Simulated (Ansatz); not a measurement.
## 2H-MoS2 of n layers: modes against thickness

Aim: how do the zone-centre modes of 2H-MoS2 of n layers change with n?

Program: Ansatz 0.2.0. Level of theory: DFT PBEsol+D3(BJ), scalar-relativistic, plane waves, PAW; PAW set soft_1. Results are calculated unless marked as measured.

**1. The starting structure**

The cell holds 3 atoms: 1 Mo and 2 S. Its edges and angles: a = 3.160 Å, b = 3.160 Å, c = 30.080 Å, α = 90.0°, β = 90.0°, γ = 120.0°. Vacuum lies along c. The height across the vacuum is the one that the program set for its solve, not the one typed.

**2. First relaxation: n = 1**

The cell for n = 1 and its atoms are relaxed. The program lengthens the typed cell of 19.1 Å along the normal to 30.1 Å, as its cut-off of the electrostatics needs, and moves no atom.

Input file input.yaml:

```yaml
crystal:
  lattice:
    - [3.16, 0.0, 0.0]
    - [-1.58, 2.73664, 0.0]
    - [0.0, 0.0, 19.14]
  atoms:
    - { symbol: Mo, position: [0.333333, 0.666667, 0.5] }
    - { symbol: S, position: [0.666667, 0.333333, 0.417973] }
    - { symbol: S, position: [0.666667, 0.333333, 0.582027] }
  periodic: [true, true, false]
kpoints:
  mp_grid: { grid: [9, 9, 1] }
hamiltonian:
  xc: pbesol
  dispersion: d3bj
  pseudopotentials: { kind: paw, azcp: { folder: soft_1 }, xc_functional: pbe }
scf:
  occupations: { method: gaussian, width: 0.02 }
output:
  forces: true
  stress: true
  eigenvalues: true
relax:
  adjacent_minimum: "off"
  f_tol: 0.004
  max_steps: 80
  cell: { stress_2d_tol: 0.01 }
```

Launch:

```console
ansatz run input.yaml --threads 8 --pin off --max-ram 20480MiB --backend cpu --events-out ev --progress --plain --runs-dir out
```

Numbers of over 12 decimals in the logs are rounded to 6 here.

Output:

```text
[...]
F+E_penalty+E_count = -6670.91815724 eV   max|allowed force component| = 2.467e-3 eV/Å   (the final SCF, on the basis selected at the relaxed cell)
  cell:  # Å, volume = 253.0592 Å³
    - [3.116786, 0.0, 0.0]
    - [-1.558393, 2.699216, 0.0]
    - [0.0, 0.0, 30.07998712]
  atoms:
    - { symbol: Mo, position: [0.333333, 0.666667, 0.318152] }
    - { symbol: S, position: [0.666667, 0.333333, 0.266149] }
    - { symbol: S, position: [0.666667, 0.333333, 0.370154] }
[key lines of the parts left out:]
SCF converged after 8 iterations
Free energy (F): -6670.918157 eV
Fermi energy:    -4.988289 eV
P = ½ c Tr σ = -0.0073 N/m
```

Run time: 5.8 s. Hardware: 8 threads of Arm Neoverse V1, shared host; peak memory 0.65 GiB.

Step by step:

| step | energy less that of the first step (eV) | largest force component (eV/Å) | volume (Å³) |
| --- | --- | --- | --- |
| 1 | 0.0000 | 0.3978 | 260.13 |
| 2 | -0.0258 | 0.0134 | 251.93 |
| 3 | -0.0262 | 0.0160 | 253.25 |
| 4 | -0.0262 | 0.0026 | 253.06 |
| 5* | -0.0259 | 0.0025 | 253.06 |

Relaxation steps marked * repeat the geometry before them on a plane-wave basis chosen anew for their cell, so energy and pressure can jump there.

Forces are held to the 12 operations that the run works with; a distortion that breaks them can't arise in this run.

| cell as run | before | after | change |
| --- | --- | --- | --- |
| a (Å) | 3.160 | 3.117 | -1.4 % |
| b (Å) | 3.160 | 3.117 | -1.4 % |

Final coordinates:

```xyz
3
Lattice="3.1168 0.0000 0.0000 -1.5584 2.6992 0.0000 0.0000 0.0000 30.0800" Properties=species:S:1:pos:R:3
Mo    0.0000    1.7995    9.5700
S     1.5584    0.8997    8.0058
S     1.5584    0.8997   11.1342
```

Numbers from this step:

```
gap on the k-mesh : 1.896 eV
```

The relaxation ends with a first cell vector of 3.117 Å.

**3. A member of the series: n = 1**

The relaxation for n = 1 is finished with tight tolerances.

input.yaml, the sections that differ from step 2:

```yaml
crystal:
  lattice:
    - [3.1167858431, 0.0, 0.0]
    - [-1.5583929215, 2.6992157183, 0.0]
    - [0.0, 0.0, 30.07998712]
  atoms:
    - { symbol: Mo, position: [0.3333333333, 0.6666666667, 0.318151732] }
    - { symbol: S, position: [0.6666666667, 0.3333333333, 0.2661494341] }
    - { symbol: S, position: [0.6666666667, 0.3333333333, 0.3701540299] }
  periodic: [true, true, false]
scf:
  occupations: { method: fixed }
relax:
  adjacent_minimum: "off"
  f_tol: 0.001
  max_steps: 60
  cell: { stress_2d_tol: 0.002 }
# kpoints, hamiltonian, output: as in step 2
```

Output:

```text
[...]
Crystal: 3 atoms, lattice volume = 253.059 Å³
Basis set: ecut = 420 eV, 4925 PW (Γ), exchange–correlation on 48×48×432 points (8 copies of the dense FFT grid, shifted against one another)
Bands: 17, of which v1, the nominal top of the filled ones, is band 13 counted from 1 (12 counted from 0)
Symmetry: 12 space group operations
[...]
k-points: 12 of 81 (time reversal used)
[...]
--- Relaxed structure (2 steps of the walk, 2 accepted, 1 SCFs on fresh bases) ---
[...]
cell:  # Å, volume = 253.0608 Å³
    - [3.116796, -2.8867695873029344e-11, 0]
    - [-1.558398, 2.699224, 0]
    - [0, 0, 30.07998712]
  atoms:
    - { symbol: Mo, position: [0.333333, 0.666667, 0.318151732] }
    - { symbol: S, position: [0.666667, 0.333333, 0.266155] }
    - { symbol: S, position: [0.666667, 0.333333, 0.370148] }
[key lines of the parts left out:]
SCF converged after 10 iterations
Free energy (F): -6670.918157 eV
Fermi energy:    -5.936701 eV
P = ½ c Tr σ = -0.0008 N/m
```

The job ended after 3.6 s (8 threads; peak memory 0.64 GiB).

Little changed from the start: no atom moved by 0.005 Å and no cell edge by 0.1 %.

The largest force component left is 0.90 meV/Å.

**4. Modes of this member: n = 1**

The force constants come from the linear response of the density to a displacement.

The zone-centre modes follow for n = 1.

input.yaml, the sections that differ from step 3:

```yaml
crystal:
  lattice:
    - [3.1167956708, 0.0, 0.0]
    - [-1.5583978354, 2.6992242294, 0.0]
    - [0.0, 0.0, 30.07998712]
  atoms:
    - { symbol: Mo, position: [0.3333333333, 0.6666666667, 0.318151732] }
    - { symbol: S, position: [0.6666666667, 0.3333333333, 0.2661552089] }
    - { symbol: S, position: [0.6666666667, 0.3333333333, 0.3701482551] }
  periodic: [true, true, false]
output:
  eigenvalues: true
phonons:
  method: dfpt
# kpoints, hamiltonian, scf: as in step 3
# relax: removed
```

Output:

```text
Warning: crystal.symmetry: narrowed to the stabiliser of the run's FFT grids — unitary ops 12 → 6. A phonons.method: dfpt run fills in the rows of the dynamical matrix that it does not solve by its symmetry operations, which is exact only for operations that map its FFT grids onto themselves: filled in by any other, the frequencies could depend on the order in which like atoms are typed, or, by more than the grids' own error, on where the crystal sits among the grids' points. Excluded: 6 operations. The run can therefore solve more perturbations, solve them on more k-points, or both, and cost more. [rest of the remark cut]
[...]
Crystal: 3 atoms, lattice volume = 253.061 Å³
Basis set: ecut = 420 eV, 4925 PW (Γ), exchange–correlation on 48×48×432 points (8 copies of the dense FFT grid, shifted against one another)
Bands: 17, of which v1, the nominal top of the filled ones, is band 13 counted from 1 (12 counted from 0)
Symmetry: 12 space group operations
k-points: 25 of 81 (irreducible under 2 space group operations, time reversal used)
[...]
SCF iter   1: F=—  HF=-6672.310392 eV  |F-HF|=—  |Δ(HF+E_count)|=         —  Δρ=3.91e-2  dr2=5.52e0  ethr=3.10e-3  ⟨swp⟩=7.8  Hψ=3156  notcnv=0  defer=39
[...]
SCF iter  11: F=-6670.918157 eV  HF=-6670.918157 eV  |F-HF|=9.82e-11  |Δ(HF+E_count)|=  2.11e-10  Δρ=1.24e-7  dr2=2.37e-11  ethr=1.00e-12  ⟨swp⟩=21.9  Hψ=5465  notcnv=0
SCF 1 converged in 11 iterations: F = -6670.918157 eV  dr2 = 2.37e-11
[...]
DFPT response loops at Γ: preconditioner auto → none (the input reference at scf.mixing.eps_inf says where Resta's filter doesn't serve); β = 0.50; Broyden in place of MSR1
SCF converged after 11 iterations
Free energy (F): -6670.918157 eV
[...]
Internal energy: -6670.918157 eV  (E = F + TS)
E sigma→0 (E₀):  -6670.918157 eV
Fermi energy:    -5.936707 eV
[...]
--- Band table (eV; the first three rows and the last of 25) ---
  k-point 0: bands = [... 9 lower, -7.8747, -7.3541, -7.3541, -6.1015, -2.9849, -2.9849, -2.7223, -2.7223]
  k-point 1: bands = [... 9 lower, -8.3219, -7.6549, -7.0174, -6.1757, -3.2436, -3.1998, -2.9396, -2.6619]
  k-point 2: bands = [... 9 lower, -8.2619, -7.7810, -7.1945, -6.6077, -3.7524, -3.3442, -3.0274, -2.0572]
  k-point 24: bands = [... 9 lower, -9.4081, -8.5488, -7.3575, -6.6230, -3.7676, -3.0551, -2.8574, -1.2114]
--- Phonons (Γ-DFPT): 6 representative perturbations + reference, on 25 of 81 k-points (Σ response iterations 27) ---
  ASR residual: 1.135e-4 → 0.000e0 eV/Å²; symmetrization residual: 8.801e-6 eV/Å²
  The last average, over the group as it would stand without the narrowing to the FFT grids, took up to 3.057e-6 eV/Å² of the zone centre's force constants
  pairwise dispersion correction: d3bj (s6 = 1.0, s8 = 2.9491, a1 = 0.4466, a2_bohr = 6.1742), with the weights of each atom's references fixed at the reference crystal's, and the forces and stress that the weights' published response gives there kept as a pressure on the atom's counted neighbours (hamiltonian.dispersion)
  ASR residual per site (eV/Å²): 8.14e-5 1.13e-4 1.08e-4
  Γ frequencies (cm⁻¹): 0.00 0.00 0.00 288.63 288.63 391.00 391.00 409.65 477.16
  non-analytic LO–TO correction: not included (Born effective charges unavailable; polar crystals: no LO–TO splitting at Γ)
```

It took 15 s on 8 threads; peak memory 0.95 GiB; 1.7 min of CPU time.

In the SCF lines HF is the Harris–Foulkes energy and dr2 the Hartree energy of the density residual, in eV; the loop may stop once dr2 is under the threshold and the program's other checks hold. Hψ counts applications of the Hamiltonian.

Numbers from this step:

```yaml
sum_rule_residual_before_enforcement: 1.13e-4 eV/Å²
point_group: -6m2
highest_mode_at_the_zone_centre_of_this_cell_no_lo_to_term: 477.2 cm⁻¹
lowest_mode_at_the_zone_centre_of_this_cell_translations_apart: 288.6 cm⁻¹
```

Without the LO-TO term. Patterns of degenerate modes are one choice out of their space. The modes at Γ (shares of kinetic energy by element, %):

| mode | frequency (cm⁻¹) | symmetry | Mo % | S % |
| --- | --- | --- | --- | --- |
| 1 | 0.0 | acoustic | 60 | 40 |
| 2 | 0.0 | acoustic | 60 | 40 |
| 3 | 0.0 | acoustic | 60 | 40 |
| 4 | 288.6 | E'' | 0 | 100 |
| 5 | 288.6 | E'' | 0 | 100 |
| 6 | 391.0 | E' | 40 | 60 |
| 7 | 391.0 | E' | 40 | 60 |
| 8 | 409.6 | A1' | 0 | 100 |
| 9 | 477.2 | A2'' | 40 | 60 |

Displacements in mode 5 (288.6 cm⁻¹), the largest set to 1:
```
Mo1  0.00  0.00  0.00
S2   1.00  0.03  0.00
S3  -1.00 -0.03  0.00
```

Displacements in mode 7 (391.0 cm⁻¹), the largest set to 1:
```
Mo1  0.67  0.00  0.00
S2  -1.00  0.00  0.00
S3  -1.00  0.00  0.00
```

With the three translations set apart, the lowest mode of the cell is real, 289 cm⁻¹, and the highest lies at 477.2 cm⁻¹.

**5. First relaxation: n = 3**

The cell for n = 3 and its atoms are relaxed. The program lengthens the typed cell of 31.4 Å along the normal to 54.7 Å, as its cut-off of the electrostatics needs, and moves no atom.

System of this step: MoS2. The cell holds 9 atoms: 3 Mo and 6 S. Its edges and angles: a = 3.160 Å, b = 3.160 Å, c = 54.680 Å, α = 90.0°, β = 90.0°, γ = 120.0°. Vacuum lies along c.

Input file input.yaml:

```yaml
crystal:
  lattice:
    - [3.16, 0.0, 0.0]
    - [-1.58, 2.73664, 0.0]
    - [0.0, 0.0, 31.44]
  atoms:
    - { symbol: Mo, position: [0.333333, 0.666667, 0.304389] }
    - { symbol: S, position: [0.666667, 0.333333, 0.254453] }
    - { symbol: S, position: [0.666667, 0.333333, 0.354326] }
    - { symbol: Mo, position: [0.666667, 0.333333, 0.5] }
    - { symbol: S, position: [0.333333, 0.666667, 0.450064] }
    - { symbol: S, position: [0.333333, 0.666667, 0.549936] }
    - { symbol: Mo, position: [0.333333, 0.666667, 0.695611] }
    - { symbol: S, position: [0.666667, 0.333333, 0.645674] }
    - { symbol: S, position: [0.666667, 0.333333, 0.745547] }
  periodic: [true, true, false]
kpoints:
  mp_grid: { grid: [9, 9, 1] }
hamiltonian:
  xc: pbesol
  dispersion: d3bj
  pseudopotentials: { kind: paw, azcp: { folder: soft_1 }, xc_functional: pbe }
scf:
  occupations: { method: gaussian, width: 0.02 }
output:
  forces: true
  stress: true
  eigenvalues: true
relax:
  adjacent_minimum: "off"
  f_tol: 0.004
  max_steps: 80
  cell: { stress_2d_tol: 0.01 }
```

Output:

```text
[...]
Crystal: 9 atoms, lattice volume = 472.861 Å³
Basis set: ecut = 420 eV, 9135 PW (Γ), exchange–correlation on 48×48×750 points (8 copies of the dense FFT grid, shifted against one another)
Bands: 48, of which v1, the nominal top of the filled ones, is band 39 counted from 1 (38 counted from 0)
Symmetry: 12 space group operations
[...]
- { symbol: S, position: [0.666667, 0.333333, 0.151639] }
    - { symbol: S, position: [0.666667, 0.333333, 0.208859] }
    - { symbol: Mo, position: [0.666667, 0.333333, 0.287491] }
    - { symbol: S, position: [0.333333, 0.666667, 0.258913] }
    - { symbol: S, position: [0.333333, 0.666667, 0.316069] }
    - { symbol: Mo, position: [0.333333, 0.666667, 0.394729] }
    - { symbol: S, position: [0.666667, 0.333333, 0.366123] }
    - { symbol: S, position: [0.666667, 0.333333, 0.423343] }
[key lines of the parts left out:]
SCF converged after 11 iterations
Free energy (F): -20013.617724 eV
Fermi energy:    -4.735038 eV
P = ½ c Tr σ = -0.0091 N/m
```

The job ended after 38 s (8 threads; peak memory 1.3 GiB; 4.9 min of CPU time).

The steps of the relaxation:

| step | energy less that of the first step (eV) | largest force component (eV/Å) | volume (Å³) |
| --- | --- | --- | --- |
| 1 | 0.0000 | 0.4180 | 472.86 |
| 2 | -0.1001 | 0.2027 | 447.85 |
| 3 | -0.1486 | 0.0751 | 458.51 |
| 4 | -0.1492 | 0.0050 | 458.70 |
| 5 | -0.1493 | 0.0014 | 458.50 |
| 6* | -0.1484 | 0.0016 | 458.50 |

Relaxation steps marked * repeat the geometry before them on a plane-wave basis chosen anew for their cell, so energy and pressure can jump there.

Forces are held to the 12 operations that the run works with; a distortion that breaks them can't arise in this run.

| cell as run | before | after | change |
| --- | --- | --- | --- |
| a (Å) | 3.160 | 3.112 | -1.5 % |
| b (Å) | 3.160 | 3.112 | -1.5 % |

The atoms that moved most (Å, along periodic axes as changes of fractional coordinates times the final cell, across vacuum about the mean position):

| atom | dx | dy | dz | length |
| --- | --- | --- | --- | --- |
| S9 | 0.000 | 0.000 | -0.292 | 0.292 |
| S2 | 0.000 | 0.000 | 0.292 | 0.292 |
| Mo1 | 0.000 | 0.000 | 0.286 | 0.286 |
| Mo7 | 0.000 | 0.000 | -0.286 | 0.286 |
| S3 | 0.000 | 0.000 | 0.280 | 0.280 |
| S8 | 0.000 | 0.000 | -0.280 | 0.280 |
| S6 | 0.000 | 0.000 | -0.007 | 0.007 |
| S5 | 0.000 | 0.000 | 0.007 | 0.007 |

The relaxed structure:

```cif
data_structure
_symmetry_space_group_name_H-M 'P 1'
_symmetry_Int_Tables_number 1
_cell_length_a 3.1117
_cell_length_b 3.1117
_cell_length_c 54.6800
_cell_angle_alpha 90.000
_cell_angle_beta 90.000
_cell_angle_gamma 120.000
_cell_volume 458.50
loop_
_atom_site_label
_atom_site_type_symbol
_atom_site_fract_x
_atom_site_fract_y
_atom_site_fract_z
_atom_site_occupancy
Mo1 Mo 0.33333 0.66667 0.18025 1
S2 S 0.66667 0.33333 0.15164 1
S3 S 0.66667 0.33333 0.20886 1
Mo4 Mo 0.66667 0.33333 0.28749 1
S5 S 0.33333 0.66667 0.25891 1
S6 S 0.33333 0.66667 0.31607 1
Mo7 Mo 0.33333 0.66667 0.39473 1
S8 S 0.66667 0.33333 0.36612 1
S9 S 0.66667 0.33333 0.42334 1
```

This step gave:

```
gap on the k-mesh : 0.8843 eV
```

The relaxation ends with a first cell vector of 3.112 Å.

(Part 1 of 2 ends here.)

[Logs are printed without paths, hosts, clocks, repeated set-up lines and the standing remarks that a program may print on its own settings, such as how far it seeks lower states.]

[Hosts, paths, dates, database ids (printed as entryN), source tags and the programs' standing remarks are cut or masked in the printed files.]
